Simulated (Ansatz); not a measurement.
# Decaying states in the gap of Cs2SrCaBr6, part 2 of 2

Wanted: the relaxed cell of Cs2SrCaBr6, its band edges and its decay constants. It is built by putting Ca for part of the Sr in the CsSrBr3 structure of space group P2_1, with the volume rescaled by atomic radii. The parent structure comes from the Materials Project.

Ansatz 0.2.0; PBE DFT, plane waves, PAW files (the session's first sound run).

So far, gap on path (eV): step 3 (band edges) 4.37.

The structure was built from a prototype and need not be the compound's stable phase.

## Step 4: Complex bands

This step: PBE DFT, plane waves, PAW files; complex bands by layer matching along the plane's normal (Ansatz 0.2.0).

The same crystal is laid in a cell whose first two vectors span the (001) plane (indices of the standard conventional cell, whose axes can be ordered otherwise than in the bulk input). At fixed energy and wavevector in the plane the solver finds all kz, real and complex. A few wavevectors are listed, (0, 0) and (0.5, 0) in units of the plane's reciprocal vectors; the slowest state needn't be among them.

input.yaml reads:

```yaml
crystal:
  lattice:
    - [4.498375761, 0.0, 0.0]
    - [-2.249391486, 7.716281655, 0.0]
    - [0.000124764, -0.056790269, 11.351563798]
  atoms:
    - { symbol: Cs, position: [0.7558252875, 0.5116723981, 0.9960333728] }
    - { symbol: Cs, position: [0.2441810157, 0.4883195651, 0.4850193089] }
    - { symbol: Ca, position: [0.5000375886, 0.9999784506, 0.2404358092] }
    - { symbol: Sr, position: [0.4999426259, 2.8866e-05, 0.7404323447] }
    - { symbol: Br, position: [0.8778266098, 0.7555477346, 0.2869948998] }
    - { symbol: Br, position: [0.1319216554, 0.2639333597, 0.7868146995] }
    - { symbol: Br, position: [0.8679889079, 0.7360915704, 0.6941048658] }
    - { symbol: Br, position: [0.1222433338, 0.2444300674, 0.1939032337] }
    - { symbol: Br, position: [0.4418536644, 0.8836763635, 0.9974442538] }
    - { symbol: Br, position: [0.558179311, 0.1163216246, 0.4834132118] }
kpoints:
  mp_grid: { grid: [6, 4, 2] }
scf:
  occupations: { method: fixed }
hamiltonian:
  xc: pbe
output:
  eigenvalues: true
  transmission:
    leads: [[0, 0]]
    kpoints: [[0.0, 0.0], [0.5, 0.0]]
    e_range: [-1.0, 5.37]
    de: 0.13
```

The run is started by

```bash
ansatz run input.yaml --threads 2 --pin off --max-ram 4096MiB --backend cpu --events-out ev --progress --plain --runs-dir out
```

Numbers of over 12 decimals in the logs are rounded to 6 here.

What it wrote:

```text
[...]
Crystal: 10 atoms, lattice volume = 394.021 Å³
Basis set: ecut = 420 eV, 7729 PW (Γ)
Bands: 50, of which v1, the nominal top of the filled ones, is band 40 counted from 1 (39 counted from 0)
Symmetry: 1 space group operations
[...]
k-points: 28 of 48 (time reversal used)
[...]
SCF iter   1: F=—  HF=-33421.792731 eV  |F-HF|=—  |Δ(HF+E_count)|=         —  Δρ=4.78e-4  dr2=2.91e-3  ethr=1.77e-3  ⟨swp⟩=9.1  Hψ=6787  notcnv=0  defer=201
[...]
SCF iter   6: F=-33421.794204 eV  HF=-33421.794204 eV  |F-HF|=3.38e-9  |Δ(HF+E_count)|=   4.06e-7  Δρ=1.54e-6  dr2=1.75e-8  ethr=1.25e-10  ⟨swp⟩=20.9  Hψ=9512  notcnv=0
SCF 1 converged in 6 iterations: F = -33421.794204 eV  dr2 = 1.75e-8
[...]
transmission: 23 of 46 steps passed
transmission: 46 of 46 steps passed
SCF converged after 6 iterations
Free energy (F): -33421.794204 eV
[...]
Internal energy: -33421.794204 eV  (E = F + TS)
E sigma→0 (E₀):  -33421.794204 eV
Fermi energy:    1.888954 eV
[...]
--- Band table (eV; the first three rows and the last of 28) ---
  k-point 0: bands = [... 36 lower, 1.6606, 1.7210, 1.8036, 1.8890, 6.2551, 6.9396, 7.1558, 7.5962, ... 6 higher]
  k-point 1: bands = [... 36 lower, 1.6861, 1.7135, 1.7620, 1.8121, 6.6890, 6.8693, 7.1725, 7.2274, ... 6 higher]
  k-point 2: bands = [... 36 lower, 1.6538, 1.6674, 1.7601, 1.8599, 6.5258, 6.8985, 6.9664, 7.6506, ... 6 higher]
  k-point 27: bands = [... 36 lower, 1.3700, 1.4230, 1.6518, 1.7398, 7.2154, 7.4195, 7.4653, 7.6796, ... 6 higher]
--- Transmission ---
  basis      : 307 plane waves across, 23 finite elements along
  points     : 2, as listed
  energies   : 50 from -1.000000 to 5.370000 eV about the Fermi level, 0.130000 eV apart; the leads are filled to 2.183067 eV, and channels, transmission and decay are at 2.120000 eV
  crystal 0  : Cs2Br6Ca1Sr1, at the sites [0, 0], period 11.3516 Å: whole cells are its period
    offset         : up to 0.0000 Å between an atom of the period and one for which it stands
    channels       : 0.000000e0 a spin
    conductance    : none, the energies end too early or step too widely for 300 K: set another output.transmission.e_range or a lower de, or, where they end at an eighth of basis.ecutwfc, a higher one
    slowest decay  : 0.3141 /Å at (0.0000, 0.0000)
```

The job ended after 3.1 min (2 threads of Arm Neoverse V1, shared host; peak memory 1.7 GiB).

Numbers from this step:

```yaml
level_to_which_the_leads_are_filled: 2.183 eV from the Fermi level
decay_constant_at_the_filling_level_zone_centre: 0.3141 Å⁻¹
decay_constant_at_the_filling_level_slowest_listed_point: 0.3141 Å⁻¹
```

K parallel (0, 0); values up to 1.5 1/Å, a degenerate pair printed once or twice; energies at which all values exceed this have no row. Table of Im kz of the slowest decaying states by energy, zero at the highest filled level on the SCF mesh:

```
energy (eV)  decay 1 (Å⁻¹)  decay 2 (Å⁻¹)  decay 3 (Å⁻¹)  decay 4 (Å⁻¹)
      -1.00         0.0953          0.227          0.357          0.565
      -0.74         0.0578         0.0911          0.477          0.561
      -0.48          0.140          0.161          0.381          0.673
      -0.22         0.0606          0.374          0.690          0.936
       0.04          0.128          0.161          0.335          0.407
       0.30          0.204          0.388          0.407          0.467
       0.56          0.246          0.454          0.481          0.503
       0.82          0.273          0.490          0.527          0.537
       1.08          0.291          0.519          0.542          0.573
       1.34          0.303          0.547          0.597          0.725
       1.60          0.311          0.559          0.612          0.726
       1.86          0.314          0.567          0.621          0.725
       2.12          0.314          0.572          0.625          0.721
       2.25          0.313          0.574          0.625          0.719
       2.51          0.307          0.575          0.623          0.712
       2.77          0.299          0.573          0.617          0.706
       3.03          0.286          0.569          0.608          0.679
       3.29          0.268          0.562          0.595          0.649
       3.55          0.245          0.553          0.580          0.616
       3.81          0.212          0.540          0.561          0.578
       4.07          0.163          0.524          0.536          0.539
       4.33         0.0604          0.489          0.504          0.512
       4.59          0.435          0.480          0.481          0.510
       4.85         0.0355          0.350          0.443          0.449
       5.11          0.129          0.388          0.395          0.408
       5.37          0.291          0.324          0.332          0.375
```

K parallel (0.5, 0); values up to 1.5 1/Å, a degenerate pair printed once or twice; energies at which all values exceed this have no row. The Im kz of the slowest decaying states by energy, zero at the highest filled level on the SCF mesh:

```
energy (eV)  decay 1 (Å⁻¹)  decay 2 (Å⁻¹)  decay 3 (Å⁻¹)  decay 4 (Å⁻¹)
      -1.00          0.107          0.360          0.377          0.409
      -0.74          0.148          0.289          0.344          0.430
      -0.35         0.0608          0.110          0.300          0.459
      -0.09          0.181          0.295          0.340          0.497
       0.04          0.285          0.322          0.375          0.510
       0.30          0.353          0.391          0.435          0.525
       0.56          0.374          0.446          0.462          0.477
       0.95          0.394          0.494          0.517          0.572
       1.21          0.403          0.508          0.534          0.593
       1.60          0.410          0.521          0.549          0.620
       1.86          0.411          0.524          0.553          0.636
       2.12          0.411          0.525          0.554          0.652
       2.51          0.406          0.521          0.550          0.671
       2.77          0.400          0.516          0.543          0.674
       3.16          0.388          0.503          0.527          0.624
       3.42          0.378          0.491          0.512          0.605
       3.81          0.358          0.469          0.483          0.582
       4.07          0.341          0.450          0.457          0.562
       4.46          0.310          0.404          0.414          0.524
       4.72          0.283          0.349          0.383          0.495
       5.11          0.166          0.232          0.319          0.444
       5.37         0.0723          0.169          0.231          0.401
```

At the listed wavevectors the last open channel is at -0.09 eV and the next at +4.46 eV on the grid. At +2.12 eV, the grid energy nearest the filling level (the middle of the gap on the SCF mesh), the slowest state at the listed wavevectors decays with κ = 0.314 Å⁻¹, its amplitude falling by e over 3.2 Å. Through 1 nm of this crystal that state's transmission falls by exp(−2 × 0.314 Å⁻¹ × 10 Å) = 0.0019.

## Step 5: Decay over the two-dimensional zone

The listed points could miss the slowest state, so one energy near mid-gap is solved on a mesh of 10×6.

Changes to input.yaml since step 4:

```diff
@@ -24,6 +24,2 @@
   eigenvalues: true
-  transmission:
-    leads: [[0, 0]]
-    kpoints: [[0.0, 0.0], [0.5, 0.0]]
-    e_range: [-1.0, 5.37]
-    de: 0.13
+  transmission: { leads: [[0, 0]], kmesh: [10, 6], e_range: [2.18, 2.19], de: 0.05 }
```

What it wrote:

```text
[...]
Crystal: 10 atoms, lattice volume = 394.021 Å³
Basis set: ecut = 420 eV, 7729 PW (Γ)
Bands: 50, of which v1, the nominal top of the filled ones, is band 40 counted from 1 (39 counted from 0)
Symmetry: 1 space group operations
[...]
k-points: 28 of 48 (time reversal used)
[...]
SCF iter   1: F=—  HF=-33421.792731 eV  |F-HF|=—  |Δ(HF+E_count)|=         —  Δρ=4.78e-4  dr2=2.91e-3  ethr=1.77e-3  ⟨swp⟩=9.1  Hψ=6787  notcnv=0  defer=201
[...]
SCF iter   6: F=-33421.794204 eV  HF=-33421.794204 eV  |F-HF|=3.38e-9  |Δ(HF+E_count)|=   4.06e-7  Δρ=1.54e-6  dr2=1.75e-8  ethr=1.25e-10  ⟨swp⟩=20.9  Hψ=9512  notcnv=0
SCF 1 converged in 6 iterations: F = -33421.794204 eV  dr2 = 1.75e-8
[...]
transmission: 80 of 640 steps passed
transmission: 160 of 640 steps passed
[...]
transmission: 640 of 640 steps passed
SCF converged after 6 iterations
Free energy (F): -33421.794204 eV
[...]
Internal energy: -33421.794204 eV  (E = F + TS)
E sigma→0 (E₀):  -33421.794204 eV
Fermi energy:    1.888954 eV
[...]
--- Band table (eV; the first three rows and the last of 28) ---
  k-point 0: bands = [... 36 lower, 1.6606, 1.7210, 1.8036, 1.8890, 6.2551, 6.9396, 7.1558, 7.5962, ... 6 higher]
  k-point 1: bands = [... 36 lower, 1.6861, 1.7135, 1.7620, 1.8121, 6.6890, 6.8693, 7.1725, 7.2274, ... 6 higher]
  k-point 2: bands = [... 36 lower, 1.6538, 1.6674, 1.7601, 1.8599, 6.5258, 6.8985, 6.9664, 7.6506, ... 6 higher]
  k-point 27: bands = [... 36 lower, 1.3700, 1.4230, 1.6518, 1.7398, 7.2154, 7.4195, 7.4653, 7.6796, ... 6 higher]
--- Transmission ---
  basis      : 307 plane waves across, 20 finite elements along
  points     : 32, standing for a mesh of 10 x 6
  energies   : 1 from 2.180000 to 2.180000 eV about the Fermi level; the leads are filled to 2.183067 eV, and channels, transmission and decay are at 2.180000 eV
[...]
channels       : 0.000000e0 a spin
    conductance    : none, crystal 0 has no channel at the energies, or these end too early or step too widely for 300 K: set another output.transmission.e_range or a lower de, or, where they end at an eighth of basis.ecutwfc, a higher one
    slowest decay  : 0.3136 /Å at (0.0000, 0.0000)
```

Elapsed: 4.1 min, on 2 threads; peak memory 1.7 GiB; 8.1 min of CPU time.

Numbers from this step:

| Item | Value |
| --- | --- |
| least decay constant on the mesh | 0.3136 Å⁻¹ |

Slowest decay constant (1/Å; 0 where a channel is open) over k1 and k2. At 2.1800 eV from the Fermi level.

Ten even steps from '_' (0.314) to '@' (0.414):
```
@@@@@@##++++**##%%@@
@@@@@@**::..==##%%@@
@@@@@@**::__::**@@@@
@@@@%%##==..::**@@@@
@@@@%%##**++++##@@@@
@@@@%%##******##%%@@
```
Columns: k1 (b1) from -0.5 to 0.4; rows upwards: k2 (b2) from -0.5 to 0.333.

The least value on the mesh is 0.314 Å⁻¹ at +2.18 eV. At that energy the listed points give about 0.313 Å⁻¹ by interpolation, so the mesh holds no clearly slower state.

## Step 6: Band edges at another level, cutoff 925.187 eV

This step: PBE DFT, plane waves, norm-conserving files (Ansatz 0.2.0).

The edges again with norm-conserving files, at the same atoms. Against that run the cutoff is 925 eV against 420.

input.yaml reads:

```yaml
crystal:
  lattice:
    - [4.498375673, -2.35274e-05, -0.0008910262]
    - [-5.96598e-05, 11.351668955, 0.0289438118]
    - [-2.2478629269, 0.0189404244, 7.7167038407]
  atoms:
    - { symbol: Cs, position: [0.7558252875, 0.0039666272, 0.5116723981] }
    - { symbol: Cs, position: [0.2441810157, 0.5149806911, 0.4883195651] }
    - { symbol: Ca, position: [0.5000375886, 0.7595641908, -2.15494e-05] }
    - { symbol: Sr, position: [0.4999426259, 0.2595676553, 1.000028866] }
    - { symbol: Br, position: [0.8778266098, 0.7130051002, 0.7555477346] }
    - { symbol: Br, position: [0.1319216554, 0.2131853005, 0.2639333597] }
    - { symbol: Br, position: [0.8679889079, 0.3058951342, 0.7360915704] }
    - { symbol: Br, position: [0.1222433338, 0.8060967663, 0.2444300674] }
    - { symbol: Br, position: [0.4418536644, 0.0025557462, 0.8836763635] }
    - { symbol: Br, position: [0.558179311, 0.5165867882, 0.1163216246] }
kpoints:
  mp_grid: { grid: [6, 2, 4] }
  band_path: { path: [VBM, CBM], npoints: 30 }
scf:
  occupations: { method: fixed }
hamiltonian:
  xc: pbe
  pseudopotentials: { kind: nc }
output:
  eigenvalues: true
```

What it wrote:

```text
[...]
Crystal: 10 atoms, lattice volume = 394.021 Å³
Basis set: ecut = 925.187132 eV, 25159 PW (Γ)
Bands: 50, of which v1, the nominal top of the filled ones, is band 40 counted from 1 (39 counted from 0)
Symmetry: 1 space group operations
[...]
k-points: 28 of 48 (time reversal used)
[...]
SCF iter   1: F=—  HF=-6477.336736 eV  |F-HF|=—  |Δ(HF+E_count)|=         —  Δρ=3.22e-2  dr2=8.40e0  ethr=3.10e-3  ⟨swp⟩=11.4  Hψ=9170  notcnv=0  defer=255
[...]
SCF iter   9: F=-6474.023861 eV  HF=-6474.023861 eV  |F-HF|=1.28e-9  |Δ(HF+E_count)|=   2.19e-7  Δρ=1.65e-6  dr2=1.74e-8  ethr=1.25e-10  ⟨swp⟩=27.8  Hψ=12152  notcnv=0
SCF 1 converged in 9 iterations: F = -6474.023861 eV  dr2 = 1.74e-8
[...]
SCF converged after 9 iterations
Free energy (F): -6474.023861 eV
[...]
Internal energy: -6474.023861 eV  (E = F + TS)
E sigma→0 (E₀):  -6474.023861 eV
Fermi energy:    1.925053 eV
[...]
--- Band table (eV; the first three rows and the last of 28) ---
  k-point 0: bands = [... 36 lower, 1.6972, 1.7558, 1.8389, 1.9251, 6.2883, 6.9724, 7.1924, 7.6336, ... 6 higher]
  k-point 1: bands = [... 36 lower, 1.6894, 1.7040, 1.7954, 1.8961, 6.5596, 6.9323, 7.0020, 7.6833, ... 6 higher]
  k-point 2: bands = [... 36 lower, 1.7127, 1.7334, 1.7581, 1.8646, 6.5391, 6.8903, 7.4854, 7.6121, ... 6 higher]
  k-point 27: bands = [... 36 lower, 1.4059, 1.4593, 1.6879, 1.7761, 7.2480, 7.4520, 7.5022, 7.7166, ... 6 higher]
```

It took 14 min on 2 threads; peak memory 3.4 GiB.

This step gave:

- free energy: -6474.0239 eV
- Fermi energy: 1.925 eV
- gap on the k-mesh: 4.363 eV
- gap on path: 4.363 eV, by band count; negative where bands overlap
- direct gap on path: 4.363 eV

Levels at VBM (eV): -6.41, -6.41, -6.39, -6.36, -6.26, -6.25, -1.93, -1.72, -1.27, -1.23, -1.07, -0.99, -0.96, -0.95, -0.78, -0.76, -0.57, -0.54, -0.35, -0.32, -0.23, -0.17, -0.09, 0.00, 4.36, 5.05, 5.27, 5.71, 5.79, 5.79, 5.97, 6.17, 6.17, 6.38.

The searched edges give 4.36 eV, as on the mesh.

## Step 7: Complex bands at another level

This step: PBE DFT, plane waves, norm-conserving files; complex bands by layer matching along the plane's normal (Ansatz 0.2.0).

The complex bands at that level, over its own gap, at (0, 0) and (0.5, 0).

input.yaml reads:

```yaml
crystal:
  lattice:
    - [4.498375761, 0.0, 0.0]
    - [-2.249391486, 7.716281655, 0.0]
    - [0.000124764, -0.056790269, 11.351563798]
  atoms:
    - { symbol: Cs, position: [0.7558252875, 0.5116723981, 0.9960333728] }
    - { symbol: Cs, position: [0.2441810157, 0.4883195651, 0.4850193089] }
    - { symbol: Ca, position: [0.5000375886, 0.9999784506, 0.2404358092] }
    - { symbol: Sr, position: [0.4999426259, 2.8866e-05, 0.7404323447] }
    - { symbol: Br, position: [0.8778266098, 0.7555477346, 0.2869948998] }
    - { symbol: Br, position: [0.1319216554, 0.2639333597, 0.7868146995] }
    - { symbol: Br, position: [0.8679889079, 0.7360915704, 0.6941048658] }
    - { symbol: Br, position: [0.1222433338, 0.2444300674, 0.1939032337] }
    - { symbol: Br, position: [0.4418536644, 0.8836763635, 0.9974442538] }
    - { symbol: Br, position: [0.558179311, 0.1163216246, 0.4834132118] }
kpoints:
  mp_grid: { grid: [6, 4, 2] }
scf:
  occupations: { method: fixed }
hamiltonian:
  xc: pbe
  pseudopotentials: { kind: nc }
output:
  eigenvalues: true
  transmission:
    leads: [[0, 0]]
    kpoints: [[0.0, 0.0], [0.5, 0.0]]
    e_range: [-1.0, 5.36]
    de: 0.13
```

What it wrote:

```text
Engine: ansatz 0.2.0, aarch64-unknown-linux-gnu
Pseudopotentials: kind: nc
Pseudopotential: Cs, nc, valence charge 9, recommended cutoff 680.284656 eV (normal), Cs.nc.azcp
Pseudopotential: Ca, nc, valence charge 10, recommended cutoff 925.187132 eV (normal), Ca.nc.azcp (PseudoDojo's, or run here from an input of PseudoDojo's: the run reads no file of this project's for it)
Pseudopotential: Sr, nc, valence charge 10, recommended cutoff 925.187132 eV (normal), Sr.nc.azcp (PseudoDojo's, or run here from an input of PseudoDojo's: the run reads no file of this project's for it)
Pseudopotential: Br, nc, valence charge 7, recommended cutoff 625.861884 eV (normal), Br.nc.azcp
Functional definition: PBE
  parameter kappa = 0.804
  parameter beta = 0.066725
  exchange = pbe_x(kappa = kappa, mu = beta*pi^2/3)
  correlation = pbe_c(beta = beta)
Error: memory limit exceeded: the `transmission` phase of `transmission` needs 8.28 GiB against the run's memory maximum of 4.00 GiB; largest carriers: transmission 7.89 GiB, unmodelled-tail allowance 0.30 GiB, source scf tables 0.08 GiB, source scf state 0.00 GiB; the layers of output.transmission grow with the square of the cell's cross-section: a lower cutoff or a narrower output.transmission.e_range takes less, and so, most of all in a narrow cell, does a wider de; where no e_range is typed, a fill by count is planned with a gap of 40 thermal energies
with nothing else changed it takes a maximum of at least 8.29 GiB, with nothing to spare, and 9.12 GiB leaves up to a tenth: --max-ram 9.12GiB where that set the maximum, else more of the term that did, and with no share typed, where 9.12 GiB is over 0.88 of the host's memory or its container's limit, a share of 0.88 or more that holds the maximum too (--max-ram-frac F), where one does; The budget is ten elevenths of [...]
`transmission` follows the SCF: where the deck gives it k-points, a mesh or a band count of its own, those are what to reduce (not on a resume, whose deck is fixed)
```

Run time: 0.31 s. Hardware: 2 threads; peak memory 0.23 GiB.

The input was rejected at the start.

The program's message: “Error: memory limit exceeded: the `transmission` phase of `transmission` needs 8.28 GiB against the run's memory maximum of 4.00 GiB; largest carriers: transmission 7.89 GiB, unmodelled-tail allowance …”

## Step 8: Summary of results

| Item | Value |
| --- | --- |
| band gap | 4.37 eV |
| least decay constant at mid-gap, normal to (001) | 0.314 Å⁻¹ |
| least decay constant on a mesh, normal to (001) | 0.314 Å⁻¹ |

With PBE, the slowest decay at the wavevectors tried is κ = 0.314 Å⁻¹, normal to (001). Through such a film the transmission near mid-gap falls as exp(−2κd), a factor of ten every 3.7 Å. A free electron under a barrier of half the gap would need a mass of 0.17 mₑ to decay at this rate. The compound is made up by substitution; its stability against other phases and against distortions of the cell's symmetry was not tested. A semilocal functional narrows gaps, so real decay constants are likely larger.

[Logs are printed without paths, hosts, clocks, repeated set-up lines and the standing remarks that a program may print on its own settings, such as how far it seeks lower states.]

[Hosts, paths, dates, database ids (printed as entryN), source tags and the programs' standing remarks are cut or masked in the printed files.]
